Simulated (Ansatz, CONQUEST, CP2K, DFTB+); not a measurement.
# CP2K on H-capped Ge nanowire along [112] (40 atoms): settings against a plane-wave reference

Aim: run H-capped Ge nanowire along [112] (40 atoms) in CP2K and see how near its forces come to a plane-wave reference, and at what cost.

Program: CP2K 2026.2. Level of theory: the method is named at each step. Results are calculated unless marked as measured.

**1. The structure**

The cell holds 40 atoms: 16 Ge and 24 H. Cell: a = 16.499 Å, b = 19.143 Å, c = 13.859 Å, α = 90.0°, β = 90.0°, γ = 90.0°. It derives from Ge (diamond-structure). Diamond section of size parameter 3.53 Å cut from diamond-structure Ge (a = 5.658 Å) along [112], 2 periods, broken bonds capped with H, 12 Å of vacuum. Then every atom was moved at random, 0.05 Å r.m.s. a Cartesian component (hydrogen 0.6 of that). Regions: wire, 16 atoms (16 Ge); hydrogen, 24 atoms (24 H). Vacuum lies along a and b. The structure's axis is c.

The yardstick, on the same geometry:

* method: Kohn-Sham DFT, PBE, PAW, plane waves (Ansatz 0.2.0); cutoff 420 eV, Γ point, fermi-dirac smearing of 0.05 eV; PAW set soft_2
* r.m.s. force component: 0.8855 eV/Å
* longest force: 3.978 eV/Å
* gap (highest filled to lowest empty level): 3.755 eV
* SCF cycles: 8
* time: 11 s on 4 threads of Intel Xeon 6975P-C (Granite Rapids), shared host
* CPU time: 39 s

**2. PBE, DZVP-UZH, 450/50 Ry, diagonalisation**

Method: Kohn-Sham DFT, PBE, GTH-PBE pseudopotentials, Gaussian and plane waves, DZVP-MOLOPT (UZH set), diagonalisation.

The input, input.inp:

```
&GLOBAL
  PROJECT cell
  RUN_TYPE ENERGY_FORCE
  PRINT_LEVEL LOW
&END GLOBAL
&FORCE_EVAL
  METHOD QS
  &DFT
    BASIS_SET_FILE_NAME BASIS_MOLOPT_UZH
    POTENTIAL_FILE_NAME POTENTIAL_UZH
    &MGRID
      CUTOFF 450
      REL_CUTOFF 50
    &END MGRID
    &QS
      EPS_DEFAULT 1.0E-12
    &END QS
    &SCF
      SCF_GUESS ATOMIC
      EPS_SCF 1.0E-06
      MAX_SCF 200
      ADDED_MOS 14
      &DIAGONALIZATION
        ALGORITHM STANDARD
      &END DIAGONALIZATION
      &SMEAR ON
        METHOD FERMI_DIRAC
        ELECTRONIC_TEMPERATURE [K] 580
      &END SMEAR
      &MIXING
        METHOD BROYDEN_MIXING
        ALPHA 0.3
        NBROYDEN 8
      &END MIXING
      &PRINT
        &RESTART OFF
        &END RESTART
      &END PRINT
    &END SCF
    &XC
      &XC_FUNCTIONAL PBE
      &END XC_FUNCTIONAL
    &END XC
    &PRINT
      &MULLIKEN ON
      &END MULLIKEN
      &HIRSHFELD ON
        SHAPE_FUNCTION DENSITY
      &END HIRSHFELD
      &MO ON
        EIGENVALUES T
        OCCUPATION_NUMBERS T
        MO_INDEX_RANGE 33 56
        &EACH
          QS_SCF 0
        &END EACH
        ADD_LAST NUMERIC
      &END MO
    &END PRINT
  &END DFT
  &SUBSYS
    &CELL
      A 16.49888 0.00000 0.00000
      B 0.00000 19.14331 0.00000
      C 0.00000 0.00000 13.85921
    &END CELL
    &COORD
      Ge 7.23575 7.49690 0.03520
      Ge 7.17074 8.29154 2.26113
      Ge 7.19731 10.86000 2.34941
      Ge 7.23162 11.56543 4.59544
      Ge 9.20671 7.46991 3.41061
      Ge 9.28854 8.35031 5.79398
      Ge 9.25554 10.75911 5.72773
      Ge 9.27732 11.63530 1.16085
      Ge 7.32237 7.55854 6.89024
      Ge 7.30917 8.34208 9.21776
      Ge 7.23624 10.80276 9.22954
      Ge 7.25093 11.69905 11.49261
      Ge 9.24317 7.52141 10.42656
      Ge 9.27435 8.37501 12.65069
      Ge 9.22304 10.76907 12.67342
      Ge 9.26627 11.65311 8.09170
      H 5.95313 8.01626 13.15613
      H 7.28640 6.00583 0.03700
      H 6.00081 7.85507 3.11236
      H 6.10162 11.31523 1.57053
      H 5.98480 11.10006 5.31833
      H 7.21892 13.13978 4.66058
      H 9.24911 6.00200 3.55794
      H 10.42383 8.04536 2.76921
      H 10.47349 7.82425 6.45687
      H 10.46260 11.29130 5.06027
      H 10.52744 11.09623 1.91008
      H 9.26330 13.01898 1.18870
      H 7.25241 5.97922 6.89510
      H 5.99800 8.18625 6.19784
      H 5.96286 7.86790 9.98695
      H 6.01582 11.35887 8.54517
      H 7.30521 13.18093 11.56981
      H 6.01054 11.10006 12.27441
      H 10.54988 8.05302 9.73277
      H 9.27006 6.04393 10.39053
      H 10.49395 7.85795 13.39146
      H 10.52299 11.35313 11.99750
      H 9.24993 13.11834 8.00078
      H 10.50929 11.12265 8.83899
    &END COORD
    &KIND Ge
      BASIS_SET DZVP-MOLOPT-PBE-GTH-q4
      POTENTIAL GTH-PBE-q4
    &END KIND
    &KIND H
      BASIS_SET DZVP-MOLOPT-PBE-GTH-q1
      POTENTIAL GTH-PBE-q1
    &END KIND
  &END SUBSYS
  &PRINT
    &FORCES ON
    &END FORCES
  &END PRINT
&END FORCE_EVAL
```

Launch:

```bash
$ OMP_NUM_THREADS=2 cp2k.psmp -i input.inp > output.txt
```

Numbers of over 12 decimals in the logs are rounded to 6 here.

What it wrote:

```text
CP2K| version string:                                       CP2K version 2026.2
 CP2K| Input file name                                                 input.inp
 GLOBAL| Basis set file name                                    BASIS_MOLOPT_UZH
 GLOBAL| Potential file name                                       POTENTIAL_UZH
 GLOBAL| Run type                                                   ENERGY_FORCE
 GLOBAL| Total number of message passing processes                             1
 GLOBAL| Number of threads for this process                                    2
 TOTAL NUMBERS AND MAXIMUM NUMBERS
  Total number of            - Atomic kinds:                                   2
                             - Atoms:                                         40
                             - Shell sets:                                    40
                             - Shells:                                       152
                             - Primitive Cartesian functions:                184
                             - Cartesian basis functions:                    344
                             - Spherical basis functions:                    328
  Maximum angular momentum of- Orbital basis functions:                        2
                             - Local part of the GTH pseudopotential:          2
                             - Non-local part of the GTH pseudopotential:      4
 SCF PARAMETERS         Density guess:                                    ATOMIC
                        max_scf:                                             200
                        eps_scf:                                        1.00E-06
                        added MOs                                        14    0
                        Mixing method:                            BROYDEN_MIXING
                                                charge density mixing in g-space
                        Smear method:                                FERMI_DIRAC
                        Electronic temperature [K]:                        580.0
                        Electronic temperature [a.u.]:                  1.84E-03
                        Accuracy threshold:                             1.00E-10
 Extrapolation method: initial_guess
 Number of electrons:                                                         88
 Number of occupied orbitals:                                                 44
 Number of molecular orbitals:                                                58
 Number of orbital functions:                                                328
 Number of independent orbital functions:                                    328
 SCF WAVEFUNCTION OPTIMIZATION
  Step     Update method      Time    Convergence         Total energy    Change
     1 NoMix/Diag. 0.30E+00    5.5     0.75321259       -75.1652410944 -7.52E+01
     2 Broy./Diag. 0.30E+00    7.7     0.09030556       -72.5976022258  2.57E+00
     3 Broy./Diag. 0.30E+00    7.2     0.15403836       -75.2811909895 -2.68E+00
     4 Broy./Diag. 0.30E+00    7.1     0.02351427       -76.1896463839 -9.08E-01
[...]
25 Broy./Diag. 0.30E+00    7.7     0.00000525       -76.6027835076 -3.94E-05
    26 Broy./Diag. 0.30E+00    7.8     0.00000096       -76.6027986087 -1.51E-05
  *** SCF run converged in    26 steps ***
  Electronic density on regular grids:        -88.0000000000        0.0000000000
  Core density on regular grids:               87.9999999997       -0.0000000003
  Total charge density on r-space grids:       -0.0000000003
  Total charge density g-space grids:          -0.0000000003
  Overlap energy of the core charge distribution:               3.5744e-05
  Self energy of the core charge distribution:               -167.375424
  Core Hamiltonian energy:                                     43.172001
  Hartree energy:                                              74.451370
  Exchange-correlation energy:                                -26.850782
  Electronic entropic energy:                                  -0.000000
  Fermi energy:                                                -0.100026
  Total energy:                                               -76.602799
  Total energy (extrapolated to T->0):                        -76.602799
 MO| EIGENVALUES AND OCCUPATION NUMBERS
 MO|
 MO|  Index      Eigenvalue [a.u.]        Eigenvalue [eV]             Occupation
 MO|     33              -0.232755              -6.333592               2.000000
 MO|     34              -0.223951              -6.094020               2.000000
 MO|     35              -0.221811              -6.035772               2.000000
[...]
MO|     55              -0.008732              -0.237619               0.000000
 MO|     56               0.002004               0.054519               0.000000
 MO| Sum:                                                              88.000000
 MO| E(Fermi):           -0.100026 a.u.         -2.721852 eV
 MO| Band gap:            0.141719 a.u.          3.856364 eV
 !-----------------------------------------------------------------------------!
                     Mulliken Population Analysis
 #  Atom  Element  Kind  Atomic population                           Net charge
       1     Ge       1          3.815062                              0.184938
       2     Ge       1          4.008174                             -0.008174
       3     Ge       1          3.994265                              0.005735
[...]
39     H        2          1.059022                             -0.059022
      40     H        2          1.063422                             -0.063422
 # Total charge                             88.000000                  0.000000
 !-----------------------------------------------------------------------------!
 !-----------------------------------------------------------------------------!
                           Hirshfeld Charges
  #Atom  Element  Kind  Ref Charge     Population                    Net charge
      1       Ge     1       4.000          3.883                         0.117
      2       Ge     1       4.000          3.933                         0.067
      3       Ge     1       4.000          3.930                         0.070
[...]
39       H      2       1.000          1.060                        -0.060
     40       H      2       1.000          1.059                        -0.059
  Total Charge                                                           -0.000
 !-----------------------------------------------------------------------------!
 ENERGY| Total FORCE_EVAL ( QS ) energy [hartree]            -76.602779
 FORCES| Atomic forces [hartree/bohr]
 FORCES|   Atom     x               y               z               |f|
 FORCES|      1  2.90697563E-03  2.03698093E-02 -2.04127832E-02   2.89838120E-02
 FORCES|      2  1.75591189E-02  2.21662357E-02  1.30175783E-02   3.11307245E-02
 FORCES|      3  4.99220094E-02 -3.39504986E-02  3.02466423E-03   6.04482586E-02
[...]
FORCES|     39  1.78338534E-03  2.61533665E-02  1.30482738E-03   2.62465544E-02
 FORCES|     40  2.63114238E-04  2.18215814E-03 -4.72070370E-05   2.19847032E-03
 FORCES| Sum     2.26934540E-07 -1.19630031E-06  2.83575900E-06
 FORCES| Total atomic force                                       3.08612424E-06
```

It took 3.5 min on 2 threads of Intel Xeon 6975P-C (Granite Rapids), shared host; peak memory 6.5 GiB.

Banners, paths, timers and routine set-up lines are dropped from the logs unmarked, and long logs keep their key lines alone; longer cuts are marked.

Numbers from this run, and their distance from the reference:

```
r.m.s. force component                           : 0.8563 eV/Å
r.m.s. difference of force components            : 36.61 meV/Å
longest difference of force vectors              : 161.3 meV/Å
force difference over r.m.s. force               : 4.135 %
slope of forces against the reference's          : 0.9668
correlation of force components                  : 0.9997
gap (highest filled to lowest empty level) : 3.856 eV
gap difference                                   : 0.1014 eV
```

Length of the force difference by element (eV/Å):

| element | atoms | mean | most |
| --- | --- | --- | --- |
| Ge | 16 | 0.073 | 0.16 |
| H | 24 | 0.037 | 0.15 |

Levels nearest the highest filled one (eV from it): -1.42, -1.18, -1.13, -0.96, -0.90, -0.85, -0.82, -0.72, -0.65, -0.60, -0.44, 0.00, 3.86, 3.97, 4.15, 4.16, 4.23, 4.38, 4.44, 4.50, 4.52, 4.63, 4.67, 4.96.

A closer look about Ge15, whose charge lies farthest from its element's mean: 10 atoms, nearest first, numbered in the order of the input, with positions taken from that point.

| atom | x | y | z | distance (Å) | bonds | Hirshfeld charge (e) | Fx | Fy | Fz (eV/Å) |
| --- | --- | --- | --- | --- | --- | --- | --- | --- | --- |
| Ge15 | 0.00 | 0.00 | 0.00 | 0.00 | 4 | 0.06 | 0.17 | 1.01 | 0.20 |
| H38 | 1.30 | 0.58 | -0.68 | 1.58 | 1 | -0.07 | -0.24 | -0.20 | 0.05 |
| Ge14 | 0.05 | -2.39 | -0.02 | 2.39 | 4 | 0.07 | -1.00 | -0.35 | 0.66 |
| Ge12 | -1.97 | 0.93 | -1.18 | 2.48 | 4 | 0.12 | -0.08 | -1.63 | 0.50 |
| Ge8 | 0.05 | 0.87 | 2.35 | 2.50 | 4 | 0.12 | -0.48 | -3.79 | -0.01 |
| H34 | -3.21 | 0.33 | -0.40 | 3.25 | 1 | -0.06 | 0.32 | 0.38 | -0.22 |
| H37 | 1.27 | -2.91 | 0.72 | 3.26 | 1 | -0.06 | 0.43 | -0.14 | 0.26 |
| H28 | 0.04 | 2.25 | 2.37 | 3.27 | 1 | -0.06 | 0.09 | 3.44 | 0.01 |
| H33 | -1.92 | 2.41 | -1.10 | 3.27 | 1 | -0.05 | -0.09 | 0.97 | 0.05 |
| H27 | 1.30 | 0.33 | 3.10 | 3.38 | 1 | -0.06 | -0.11 | 0.08 | -0.07 |

Forces lie 4.1 % from the reference's, at 8.5 times its CPU time (on 2 against 4 cores).

Mean charges by element (e), by run and scheme:

| run | scheme | Ge | H |
| --- | --- | --- | --- |
| reference | Löwdin | +0.12 | -0.03 |
| CP2K PBE, DZVP-UZH, 450/50 Ry, diagonalisation | Mulliken | +0.09 | -0.06 |
| CP2K PBE, DZVP-UZH, 450/50 Ry, diagonalisation | Hirshfeld | +0.09 | -0.06 |

The reference's Löwdin charges lack the electrons that the projection spills, 0.032 e an atom on average.

Further runs of this program without a result: CP2K PBE0 with truncated exchange and ADMM, PBE0 potentials, DZVP-UZH, 450/50 Ry, OT DIIS (cut off at its time limit); CP2K PBE, SZV-MOLOPT-SR, 450/50 Ry, diagonalisation (cut off at its time limit).

**3. Results**

```
force difference from the reference : CP2K PBE, DZVP-UZH, 450/50 Ry, diagonalisation, 4.1 %
its CPU time                        : 5.6 min
```

**Reading.** The PBE run in local orbitals differs by 4.1 % (CP2K PBE, DZVP-UZH, 450/50 Ry, diagonalisation); basis, grid and potentials can all enter. At the same functional, the gap of CP2K PBE, DZVP-UZH, 450/50 Ry, diagonalisation lies 0.10 eV above the reference's 3.75 eV. These are spacings on the run's k-points, which needn't hold the band edges. The mean charges agree among these rows within 0.04 e. The potentials hold different valence shells: 248 electrons in the reference, 88 in CP2K with DZVP-UZH; this bears on time and differences. The electronic-structure runs sample only Γ, in a cell whose periodic width is 14 Å.

[Also dropped from logs without a mark: logging warnings of Python, and SIESTA's first energy breakdown and zero terms.]

[Logs are printed without paths, hosts, clocks, repeated set-up lines and the standing remarks that a program may print on its own settings, such as how far it seeks lower states.]

[Hosts, paths, dates, database ids (printed as entryN), source tags and the programs' standing remarks are cut or masked in the printed files.]
